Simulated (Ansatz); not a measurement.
# La on Ir(110): change of the work function, part 4 of 4

Wanted: Δφ(θ) for La/Ir(110), starting from the longbridge site.

Ansatz 0.2.0; plane-wave DFT, PBE, Ansatz PAW.

So far, work function, upper face (eV): step 2 (the clean slab) 4.93; step 3 (21 atoms, coverage 0.25 ML, cell 2x2) 2.46; step 4 (22 atoms, coverage 0.5 ML, cell 2x2) 2.13.

### 6. The slab at 0.25 ML, atoms frozen

This step: plane-wave DFT, PBE, Ansatz PAW (Ansatz 0.2.0).

System of this step: La/Ir(110). The cell holds 21 atoms: 20 Ir and 1 La. Cell: a = 7.680 Å, b = 5.431 Å, c = 26.416 Å, α = 90.0°, β = 90.0°, γ = 90.0°. Vacuum lies along c.

To see where the charge goes, the covered slab, the bare substrate and the adsorbate layer are each run at the same frozen positions and on the same grid.

input.yaml reads:

```yaml
crystal:
  lattice:
    - [7.68, 0.0, 0.0]
    - [0.0, 5.4305800796, 0.0]
    - [0.0, 0.0, 26.4164751891]
  atoms:
    - { symbol: Ir, position: [0.0, 0.0, 0.3406964758] }
    - { symbol: Ir, position: [0.25, 0.25, 0.3920903506] }
    - { symbol: Ir, position: [0.001718027, 0.0, 0.4409797929] }
    - { symbol: Ir, position: [0.25, 0.2500054872, 0.5009068812] }
    - { symbol: Ir, position: [-0.0121647311, 0.0, 0.5426073968] }
    - { symbol: Ir, position: [0.0, 0.5, 0.3406964758] }
    - { symbol: Ir, position: [0.25, 0.75, 0.3920903506] }
    - { symbol: Ir, position: [0.0041803487, 0.5, 0.4416186758] }
    - { symbol: Ir, position: [0.25, 0.7499945128, 0.5009068812] }
    - { symbol: Ir, position: [-0.0032616865, 0.5, 0.5443000287] }
    - { symbol: Ir, position: [0.5, 0.0, 0.3406964758] }
    - { symbol: Ir, position: [0.75, 0.25, 0.3920903506] }
    - { symbol: Ir, position: [0.498281973, 0.0, 0.4409797929] }
    - { symbol: Ir, position: [0.75, 0.2573389348, 0.4961017919] }
    - { symbol: Ir, position: [0.5121647311, 0.0, 0.5426073968] }
    - { symbol: Ir, position: [0.5, 0.5, 0.3406964758] }
    - { symbol: Ir, position: [0.75, 0.75, 0.3920903506] }
    - { symbol: Ir, position: [0.4958196513, 0.5, 0.4416186758] }
    - { symbol: Ir, position: [0.75, 0.7426610652, 0.4961017919] }
    - { symbol: Ir, position: [0.5032616865, 0.5, 0.5443000287] }
    - { symbol: La, position: [0.25, 0.0, 0.6106116409] }
kpoints:
  mp_grid: { grid: [4, 6, 1] }
hamiltonian:
  xc: pbe
scf:
  occupations: { method: fermi_dirac, width: 0.1 }
  convergence: { dr2_threshold: 1.0e-08 }
efield:
  axis: 3
  dipole_correction: true
  ramp_position: 0.97
  ramp_width: 0.06
output:
  write_potential: true
  write_density: true
  volumetric_format: npy
```

On the command line:

```sh
> ansatz run input.yaml --threads 4 --pin off --max-ram 12288MiB --backend cpu --events-out ev --progress --plain --runs-dir out
```

Numbers of over 12 decimals in the logs are rounded to 6 here.

What it wrote:

```text
[...]
Crystal: 21 atoms, lattice volume = 1101.748 Å³
Basis set: ecut = 420 eV, 21487 PW (Γ)
Bands: 211, of which v1, the nominal top of the filled ones, is band 176 counted from 1 (175 counted from 0)
Symmetry: 4 space group operations
[...]
k-points: 12 of 24
[...]
SCF iter   1: F=—  HF=-244944.450448 eV  |F-HF|=—  |Δ(HF+E_count)|=         —  Δρ=6.62e-3  dr2=3.02e0  ethr=1.77e-3  p=0.497 e·Å  D=8.17e-2 V/Å  ΔV_dip=-2.16 eV  dr2_dipole=8.57e-1  V_vac-E_F(+/−)=2.53/4.69 eV  ⟨swp⟩=8.5  Hψ=11110  notcnv=0
[...]
SCF iter  10: F=-244944.413820 eV  HF=-244944.413820 eV  |F-HF|=5.12e-9  |Δ(HF+E_count)|=   9.14e-8  Δρ=7.11e-7  dr2=8.89e-9  ethr=2.85e-12  p=0.587 e·Å  D=9.64e-2 V/Å  ΔV_dip=-2.55 eV  dr2_dipole=1.98e-13  V_vac-E_F(+/−)=2.46/5.01 eV  ⟨swp⟩=9.8  Hψ=7157  notcnv=0
SCF 1 converged in 10 iterations: F = -244944.413820 eV  dr2 = 8.89e-9
[...]
SCF converged after 10 iterations
Free energy (F): -244944.413820 eV
[...]
Internal energy: -244943.483747 eV  (E = F + TS)
E sigma→0 (E₀):  -244943.948783 eV
Entropy (-TS):   -0.930073 eV (-44.289 meV/atom)
Fermi energy:    4.312337 eV
Dipole field:    D = 0.096404 V/Å  (p = 0.586972 e·Å, saw-weighted, corrected)
Work function:   Φ+ = 2.4588 eV   Φ− = 5.0054 eV
[...]
--- Band table (eV; the first three rows and the last of 12) ---
  k-point 0: bands = [... 172 lower, 4.3653, 4.3865, 4.5445, 4.7957, 4.8021, 4.8735, 4.8886, 4.9918, ... 31 higher]
  k-point 1: bands = [... 172 lower, 4.2395, 4.2461, 4.3853, 4.4255, 4.4811, 4.5237, 4.6090, 4.6325, ... 31 higher]
  k-point 2: bands = [... 172 lower, 3.9331, 3.9892, 4.0645, 4.1081, 4.2406, 4.3349, 4.3429, 4.3771, ... 31 higher]
  k-point 11: bands = [... 172 lower, 3.9109, 3.9754, 4.0983, 4.1015, 4.1665, 4.1832, 4.1892, 4.2162, ... 31 higher]
```

The job ended after 2.5 min (4 threads of Intel Xeon Platinum 8175M at 2.50GHz (Skylake/Cascade Lake), shared host; peak memory 5.6 GiB; 9.5 min of CPU time).

Numbers from this step:

```yaml
energy_at_zero_smearing: -244943.9488 eV
work_function_upper_face: 2.459 eV
work_function_lower_face: 5.005 eV
dipole_along_the_normal: 0.5870 e·Å
step_between_the_vacuum_levels: -2.547 eV
```

The work function of the upper face is 2.46 eV.

### 7. The substrate of the 0.25 ML cell alone

System of this step: La/Ir(110), substrate alone, atoms held. The cell holds 20 atoms: 20 Ir. Its edges and angles: a = 7.680 Å, b = 5.431 Å, c = 26.416 Å, α = 90.0°, β = 90.0°, γ = 90.0°. Vacuum lies along c.

The second part, atoms unmoved.

input.yaml, as its differences from that of step 6:

```diff
@@ -26,3 +26,2 @@
     - { symbol: Ir, position: [0.5032616865, 0.5, 0.5443000287] }
-    - { symbol: La, position: [0.25, 0.0, 0.6106116409] }
 kpoints:
```

What it wrote:

```text
[...]
Crystal: 20 atoms, lattice volume = 1101.748 Å³
Basis set: ecut = 420 eV, 21487 PW (Γ)
Bands: 204, of which v1, the nominal top of the filled ones, is band 170 counted from 1 (169 counted from 0)
Symmetry: 4 space group operations
[...]
k-points: 12 of 24
[...]
SCF iter   1: F=—  HF=-238691.105006 eV  |F-HF|=—  |Δ(HF+E_count)|=         —  Δρ=6.69e-3  dr2=3.46e0  ethr=1.77e-3  p=-0.056 e·Å  D=-9.15e-3 V/Å  ΔV_dip=0.24 eV  dr2_dipole=9.60e-1  V_vac-E_F(+/−)=4.94/4.70 eV  ⟨swp⟩=8.9  Hψ=11127  notcnv=0  defer=23
[...]
SCF iter  10: F=-238691.075761 eV  HF=-238691.075761 eV  |F-HF|=1.05e-8  |Δ(HF+E_count)|=   6.33e-8  Δρ=5.00e-7  dr2=4.68e-9  ethr=2.94e-12  p=-0.031 e·Å  D=-5.07e-3 V/Å  ΔV_dip=0.13 eV  dr2_dipole=2.71e-10  V_vac-E_F(+/−)=5.01/4.87 eV  ⟨swp⟩=16.3  Hψ=7195  notcnv=0
SCF 1 converged in 10 iterations: F = -238691.075761 eV  dr2 = 4.68e-9
[...]
SCF converged after 10 iterations
Free energy (F): -238691.075761 eV
[...]
Internal energy: -238690.050907 eV  (E = F + TS)
E sigma→0 (E₀):  -238690.563334 eV
Entropy (-TS):   -1.024854 eV (-51.243 meV/atom)
Fermi energy:    2.917034 eV
Dipole field:    D = -0.005061 V/Å  (p = -0.030817 e·Å, saw-weighted, corrected)
Work function:   Φ+ = 5.0053 eV   Φ− = 4.8716 eV
[...]
--- Band table (eV; the first three rows and the last of 12) ---
  k-point 0: bands = [... 166 lower, 2.9991, 3.0106, 3.0509, 3.1702, 3.2167, 3.4728, 3.5136, 3.5927, ... 30 higher]
  k-point 1: bands = [... 166 lower, 2.8837, 2.8931, 2.9040, 3.0306, 3.0719, 3.1047, 3.1532, 3.1612, ... 30 higher]
  k-point 2: bands = [... 166 lower, 2.5111, 2.5944, 2.6163, 2.6684, 2.7540, 2.8598, 2.9237, 3.0256, ... 30 higher]
  k-point 11: bands = [... 166 lower, 2.1947, 2.2408, 2.7328, 2.7388, 2.7944, 2.8134, 2.8470, 2.8681, ... 30 higher]
```

Run time: 2.3 min. Hardware: 4 threads; peak memory 5.3 GiB; 8.9 min of CPU time.

This step gave:

- energy at zero smearing: -238690.5633 eV
- work function, upper face: 5.005 eV
- work function, lower face: 4.872 eV
- dipole along the normal: -0.03082 e·Å
- step between the vacuum levels: 0.1337 eV

The work function of the upper face is 5.01 eV.

### 8. The adsorbate layer of the 0.25 ML cell alone

System of this step: La/Ir(110), adsorbate layer alone, atoms held. The cell holds 1 atom: 1 La. Its edges and angles: a = 7.680 Å, b = 5.431 Å, c = 26.416 Å, α = 90.0°, β = 90.0°, γ = 90.0°. Vacuum lies along c.

The third part; a free layer of atoms may carry a moment, so spin is on.

input.yaml, the sections that differ from step 7:

```yaml
crystal:
  lattice:
    - [7.68, 0.0, 0.0]
    - [0.0, 5.4305800796, 0.0]
    - [0.0, 0.0, 26.4164751891]
  atoms:
    - { symbol: La, position: [0.25, 0.0, 0.6106116409], spin: 1.0 }
magnetization:
  spin_polarized: true
# kpoints, hamiltonian, scf, efield, output: as in step 7
```

What it wrote:

```text
[...]
Crystal: 1 atoms, lattice volume = 1101.748 Å³
Basis set: ecut = 420 eV, 21487 PW (Γ)
Bands: 10, of which v1, the nominal top of the filled ones, is band 6 counted from 1 (5 counted from 0)
Symmetry: 4 space group operations
k-points: 12 of 24
[...]
Starting moments: Σ|m| = 1 μB on 1 of 1 site
[...]
SCF iter   1: F=—  HF=-6246.889177 eV  |F-HF|=—  |Δ(HF+E_count)|=         —  Δρ=2.97e-2 (↑2.97e-2 ↓4.93e-3)  dr2=1.65e1  dr2_m=1.57e0  M=1.586 μB ∫|m|=1.586 μB  β_m=0.51  ethr=3.10e-3  p=0.000 e·Å  D=1.71e-9 V/Å  ΔV_dip=-0.00 eV  dr2_dipole=2.46e-9  V_vac-E_F(+/−)=3.80/3.80 eV  ⟨swp⟩=7.0  Hψ=5748  notcnv=0
[...]
automatic band count: the SCF goes on with 14 bands, as 10 were too few: the levels above may hold too much charge
[...]
spin=Collinear: LDOS preconditioning applied to the charge; magnetization (m = ρ↑ − ρ↓) channel mixes plain (no charge-response kernel on spin).
SCF iter   2: F=—  HF=-6246.358326 eV  |F-HF|=—  |Δ(HF+E_count)|=   5.31e-1  Δρ=1.32e-2 (↑1.32e-2 ↓5.37e-3)  dr2=5.08e0  dr2_m=1.59e-1  M=1.655 μB ∫|m|=1.655 μB  β_m=0.42  ethr=3.10e-3  p=0.000 e·Å  D=3.72e-5 V/Å  ΔV_dip=-0.00 eV  dr2_dipole=3.80e-7  V_vac-E_F(+/−)=3.51/3.51 eV  ⟨swp⟩=2.7  Hψ=1158  notcnv=0  defer=1
density mixer auto → msr1: a metal under ldos (density of states about μ 5.66 of a free-electron gas's, 38 screened modes)
SCF iter   3: F=—  HF=-6246.096774 eV  |F-HF|=—  |Δ(HF+E_count)|=   2.62e-1  Δρ=8.09e-3 (↑7.25e-3 ↓8.09e-3)  dr2=1.39e-1  dr2_m=5.84e-1  M=1.331 μB ∫|m|=1.331 μB  β_m=0.71  ethr=3.10e-3  p=0.000 e·Å  D=2.15e-5 V/Å  ΔV_dip=-0.00 eV  dr2_dipole=5.34e-11  V_vac-E_F(+/−)=3.24/3.24 eV  ⟨swp⟩=1.9  Hψ=601  notcnv=0  defer=1
[...]
SCF iter  27: F=-6246.305859 eV  HF=-6246.305859 eV  |F-HF|=1.77e-10  |Δ(HF+E_count)|=   2.80e-9  Δρ=4.65e-8 (↑4.65e-8 ↓1.69e-8)  dr2=4.91e-11  dr2_m=3.19e-12  M=1.489 μB ∫|m|=1.633 μB  ethr=5.67e-12  p=-0.000 e·Å  D=-7.68e-7 V/Å  ΔV_dip=0.00 eV  dr2_dipole=8.19e-18  V_vac-E_F(+/−)=2.95/2.95 eV  ⟨swp⟩=1.3  Hψ=1644  notcnv=0
SCF 1 converged in 27 iterations: F = -6246.305859 eV  dr2 = 4.91e-11
[...]
SCF converged after 27 iterations
an eigenvalue changed by more than its tolerance at an iteration that met the thresholds in force, so the SCF went on 1 time: the last check found none over its tolerance
Magnetization: 1.4889 μB (6.2444 up, 4.7556 down)
Absolute magnetization: 1.6331 μB (∫|ρ↑−ρ↓|, with the PAW one-centre terms)
[...]
Per-site moments (μB) at R_I (Å): [(1.245553, 2.240114282835)]
Free energy (F): -6246.305859 eV
[...]
Internal energy: -6246.040364 eV  (E = F + TS)
E sigma→0 (E₀):  -6246.173112 eV
Entropy (-TS):   -0.265495 eV (-265.495 meV/atom)
Fermi energy:    -2.360540 eV
Dipole field:    D = -0.000001 V/Å  (p = -0.000005 e·Å, saw-weighted, corrected)
Work function:   Φ+ = 2.9526 eV   Φ− = 2.9526 eV
[...]
--- Band table (eV; the first three rows and the last of 24) ---
  k-point 0 ↑: bands = [... 2 lower, -20.7861, -20.7045, -3.5097, -2.5509, -2.4162, -2.0284, -2.0275, -2.0181, ... 12 higher]
  k-point 1 ↑: bands = [... 2 lower, -20.7859, -20.7077, -3.3424, -2.5232, -2.3309, -2.0298, -2.0294, -2.0208, ... 12 higher]
  k-point 2 ↑: bands = [... 2 lower, -20.7854, -20.7141, -2.9678, -2.4707, -2.1046, -2.0757, -2.0621, -2.0272, ... 12 higher]
  k-point 11 ↓: bands = [... 2 lower, -20.2517, -20.2355, -1.9586, -1.8803, -1.8344, -1.8104, -1.7653, -1.7640, ... 12 higher]
```

It took 64 s on 4 threads; peak memory 1.6 GiB; 3.9 min of CPU time.

Numbers from this step:

```
energy at zero smearing   : -6246.1731 eV
total moment              : 1.489 μB
site moments              : 1.246 μB
work function, upper face : 2.953 eV
dipole along the normal   : -4.67e-6 e·Å
```

Site moment by atom:

| atom | site moment (μB) |
| --- | --- |
| La1 | 1.25 |

The free layer carries a moment of 1.5 μB a cell.

### 9. Density difference at 0.25 ML

This step: plane-wave DFT, PBE, Ansatz PAW; density difference on adsorption (Ansatz 0.2.0).

The densities of the parts are taken from that of the whole and averaged over planes; the first moment of what is left gives the step in the potential.

This step gave:

```
largest charge moved                 : 0.008536 e/Å²
potential step from the moved charge : -2.682 eV
```

The electron density difference oscillates, so the rows of the table below give means over windows of 1 Å about each position, cut where the curve ends. Its maxima inside the range that stand out by 2 % of the span (Å: e/Å³): 7.6: 5.7e-4, 9.0: 5.2e-4, 10.9: 5.9e-4, 11.6: 0.00189, 12.6: 0.00148, 15.4: 0.0163, 16.9: 0.00150. Its minima: 8.5: -0.00148, 9.4: -3.8e-4, 11.3: -0.00117, 12.0: -0.00275, 13.6: -0.00476, 16.1: -0.00532, 17.8: -0.00474.

Planar mean, whole system less its parts. Table of electron density difference by z; means over each step:

z (Å), electron density difference (e/Å³) and a bar from the least value:
```
        4     0.0000 ##########
        5     0.0000 ##########
        6     0.0000 ##########
        7     0.0003 ###########
        8     0.0000 ##########
        9    -0.0003 #########
       10    -0.0002 #########
       11     0.0000 ##########
       12    -0.0002 #########
       13    -0.0004 #########
       14    -0.0024 ####
       15     0.0081 ##############################
       16     0.0013 #############
       17    -0.0008 ########
       18    -0.0039 
       19    -0.0013 #######
       20    -0.0002 #########
       21     0.0000 ##########
       22     0.0000 ##########
       23     0.0000 ##########
```

Planar mean, whole system less its parts. The electrons moved below z by z:

```csv
z (Å),electrons moved below z (e/Å²)
4,1.8e-7
5,2.0e-6
6,2.0e-5
7,1.6e-4
8,6.1e-4
9,9.7e-5
10,-1.2e-4
11,1.1e-5
12,-2.7e-4
13,3.8e-5
14,-0.00281
15,-0.00142
16,0.00813
17,0.00663
18,0.00292
19,5.9e-4
20,9.1e-5
21,1.2e-5
22,8.9e-7
23,-5.4e-7
```

### 10. Varying the input

This step: plane-wave DFT, PBE, Ansatz PAW (Ansatz 0.2.0).

System of this step: La/Ir(110). The cell holds 22 atoms: 20 Ir and 2 La. Cell: a = 7.680 Å, b = 5.431 Å, c = 26.416 Å, α = 90.0°, β = 90.0°, γ = 90.0°. Vacuum lies along c.

An input spoilt on purpose, to show how the run answers: it repeats the earlier run at 0.5 ML with crystal.atoms[0].spin to 2.0, and scf.max_iter set to 75.

input.yaml reads:

```yaml
crystal:
  lattice:
    - [7.68, 0.0, 0.0]
    - [0.0, 5.4305800796, 0.0]
    - [0.0, 0.0, 26.4164751891]
  atoms:
    - { symbol: Ir, position: [0.0, 0.0, 0.3406964758], spin: 2.0 }
    - { symbol: Ir, position: [0.25, 0.25, 0.3920903506] }
    - { symbol: Ir, position: [0.0, 0.0, 0.4413184777] }
    - { symbol: Ir, position: [0.25, 0.25, 0.4982629319] }
    - { symbol: Ir, position: [0.0, 0.0, 0.5416152592] }
    - { symbol: Ir, position: [0.0, 0.5, 0.3406964758] }
    - { symbol: Ir, position: [0.25, 0.75, 0.3920903506] }
    - { symbol: Ir, position: [0.0, 0.5, 0.4413184777] }
    - { symbol: Ir, position: [0.25, 0.75, 0.4982629319] }
    - { symbol: Ir, position: [0.0, 0.5, 0.5416152592] }
    - { symbol: Ir, position: [0.5, 0.0, 0.3406964758] }
    - { symbol: Ir, position: [0.75, 0.25, 0.3920903506] }
    - { symbol: Ir, position: [0.5, 0.0, 0.4413184777] }
    - { symbol: Ir, position: [0.75, 0.25, 0.4982629319] }
    - { symbol: Ir, position: [0.5, 0.0, 0.5416152592] }
    - { symbol: Ir, position: [0.5, 0.5, 0.3406964758] }
    - { symbol: Ir, position: [0.75, 0.75, 0.3920903506] }
    - { symbol: Ir, position: [0.5, 0.5, 0.4413184777] }
    - { symbol: Ir, position: [0.75, 0.75, 0.4982629319] }
    - { symbol: Ir, position: [0.5, 0.5, 0.5416152592] }
    - { symbol: La, position: [0.25, 0.0, 0.6593035242] }
    - { symbol: La, position: [0.75, 0.5, 0.6593035242] }
kpoints:
  mp_grid: { grid: [4, 6, 1] }
hamiltonian:
  xc: pbe
scf:
  occupations: { method: fermi_dirac, width: 0.1 }
  convergence: { dr2_threshold: 1.0e-08 }
  max_iter: 75
efield:
  axis: 3
  dipole_correction: true
  ramp_position: 0.97
  ramp_width: 0.06
relax:
  f_tol: 0.02
  max_steps: 60
  constraints: [{ sites: [0, 1, 5, 6, 10, 11, 15, 16] }]
output:
  bader: true
  dos: { projected: true, e_range: [-8, 4] }
  write_potential: true
  write_density: true
  volumetric_format: npy
```

What it wrote:

```text
Error: inconsistent input (magnetization.spin_polarized): false but per-atom `spin:`, `per_species`, `initial_magnetization`, `magnetic_field`, or `spin_locking` is set
```

The job ended after 0.04 s (4 threads; peak memory 0.043 GiB).

The input was rejected at the start.

The program's message: “Error: inconsistent input (magnetization.spin_polarized): false but per-atom `spin:`, `per_species`, `initial_magnetization`, `magnetic_field`, or `spin_locking` is set”

The fault put into the input: a moment without spin polarisation.

### 11. The same run with other settings

System of this step: Ir(110). The cell holds 5 atoms: 5 Ir. Cell: a = 3.840 Å, b = 2.715 Å, c = 23.431 Å, α = 90.0°, β = 90.0°, γ = 90.0°. Vacuum lies along c.

An input spoilt on purpose, to show how the run answers: it repeats the earlier run at 0 ML with efield.amplitude to 0 and efield.dipole_correction from true to false, and scf.max_iter set to 75.

input.yaml reads:

```yaml
crystal:
  lattice:
    - [3.84, 0.0, 0.0]
    - [0.0, 2.7152900398, 0.0]
    - [0.0, 0.0, 23.4305800795]
  atoms:
    - { symbol: Ir, position: [0.0, 0.0, 0.3841134095] }
    - { symbol: Ir, position: [0.5, 0.5, 0.4420567047] }
    - { symbol: Ir, position: [0.0, 0.0, 0.5] }
    - { symbol: Ir, position: [0.5, 0.5, 0.5579432953] }
    - { symbol: Ir, position: [0.0, 0.0, 0.6158865905] }
kpoints:
  mp_grid: { grid: [8, 11, 1] }
hamiltonian:
  xc: pbe
scf:
  occupations: { method: fermi_dirac, width: 0.1 }
  convergence: { dr2_threshold: 1.0e-08 }
  max_iter: 75
efield:
  axis: 3
  dipole_correction: false
  ramp_position: 0.97
  ramp_width: 0.06
  amplitude: 0
relax:
  f_tol: 0.02
  max_steps: 60
  constraints: [{ sites: [0, 1] }]
output:
  write_potential: true
  write_density: true
  volumetric_format: npy
```

What it wrote:

```text
Error: invalid value for `efield.amplitude`: is zero with dipole_correction: false — the section would apply nothing; set a non-zero amplitude, enable dipole_correction, or remove the block
```

Wall time 0.03 s (4 threads); peak memory 0.042 GiB.

The input was rejected at the start.

The program's message: “Error: invalid value for `efield.amplitude`: is zero with dipole_correction: false — the section would apply nothing; set a non-zero amplitude, enable dipole_correction, or remove the block”

The fault put into the input: a field block that applies nothing.

### 12. Outcome

```yaml
work_function_of_the_clean_face: 4.93 eV
work_function_at_0p25_ml: 2.46 eV
work_function_at_0p5_ml: 2.13 eV
dipole_per_adsorbate_at_0p25_ml_positive_end_outwards: 2.90 D
step_of_the_potential_from_the_moved_charge_at_0p25_ml_upper_less_lower_side_atoms_held: -2.68 eV
```

In words: La lowers the work function of Ir(110) at the lowest coverage, by 2.47 eV: the adsorbate layer has its positive end outwards. The slab has 5 layers, at the tabulated experimental lattice constant, one starting site was run, and quantum-size effects of a slab this thin can reach one or two tenths of an eV. The main runs have no spin polarisation; a magnetic state could lie lower and would change these results.

[Logs are printed without paths, hosts, clocks, repeated set-up lines and the standing remarks that a program may print on its own settings, such as how far it seeks lower states.]

[Hosts, paths, dates, database ids (printed as entryN), source tags and the programs' standing remarks are cut or masked in the printed files.]

[Maps of the electrostatic potential energy from Ansatz leave out the sawtooth potential of an applied field or a dipole correction, so their vacuum need not be flat; planar profiles and work functions include it.]
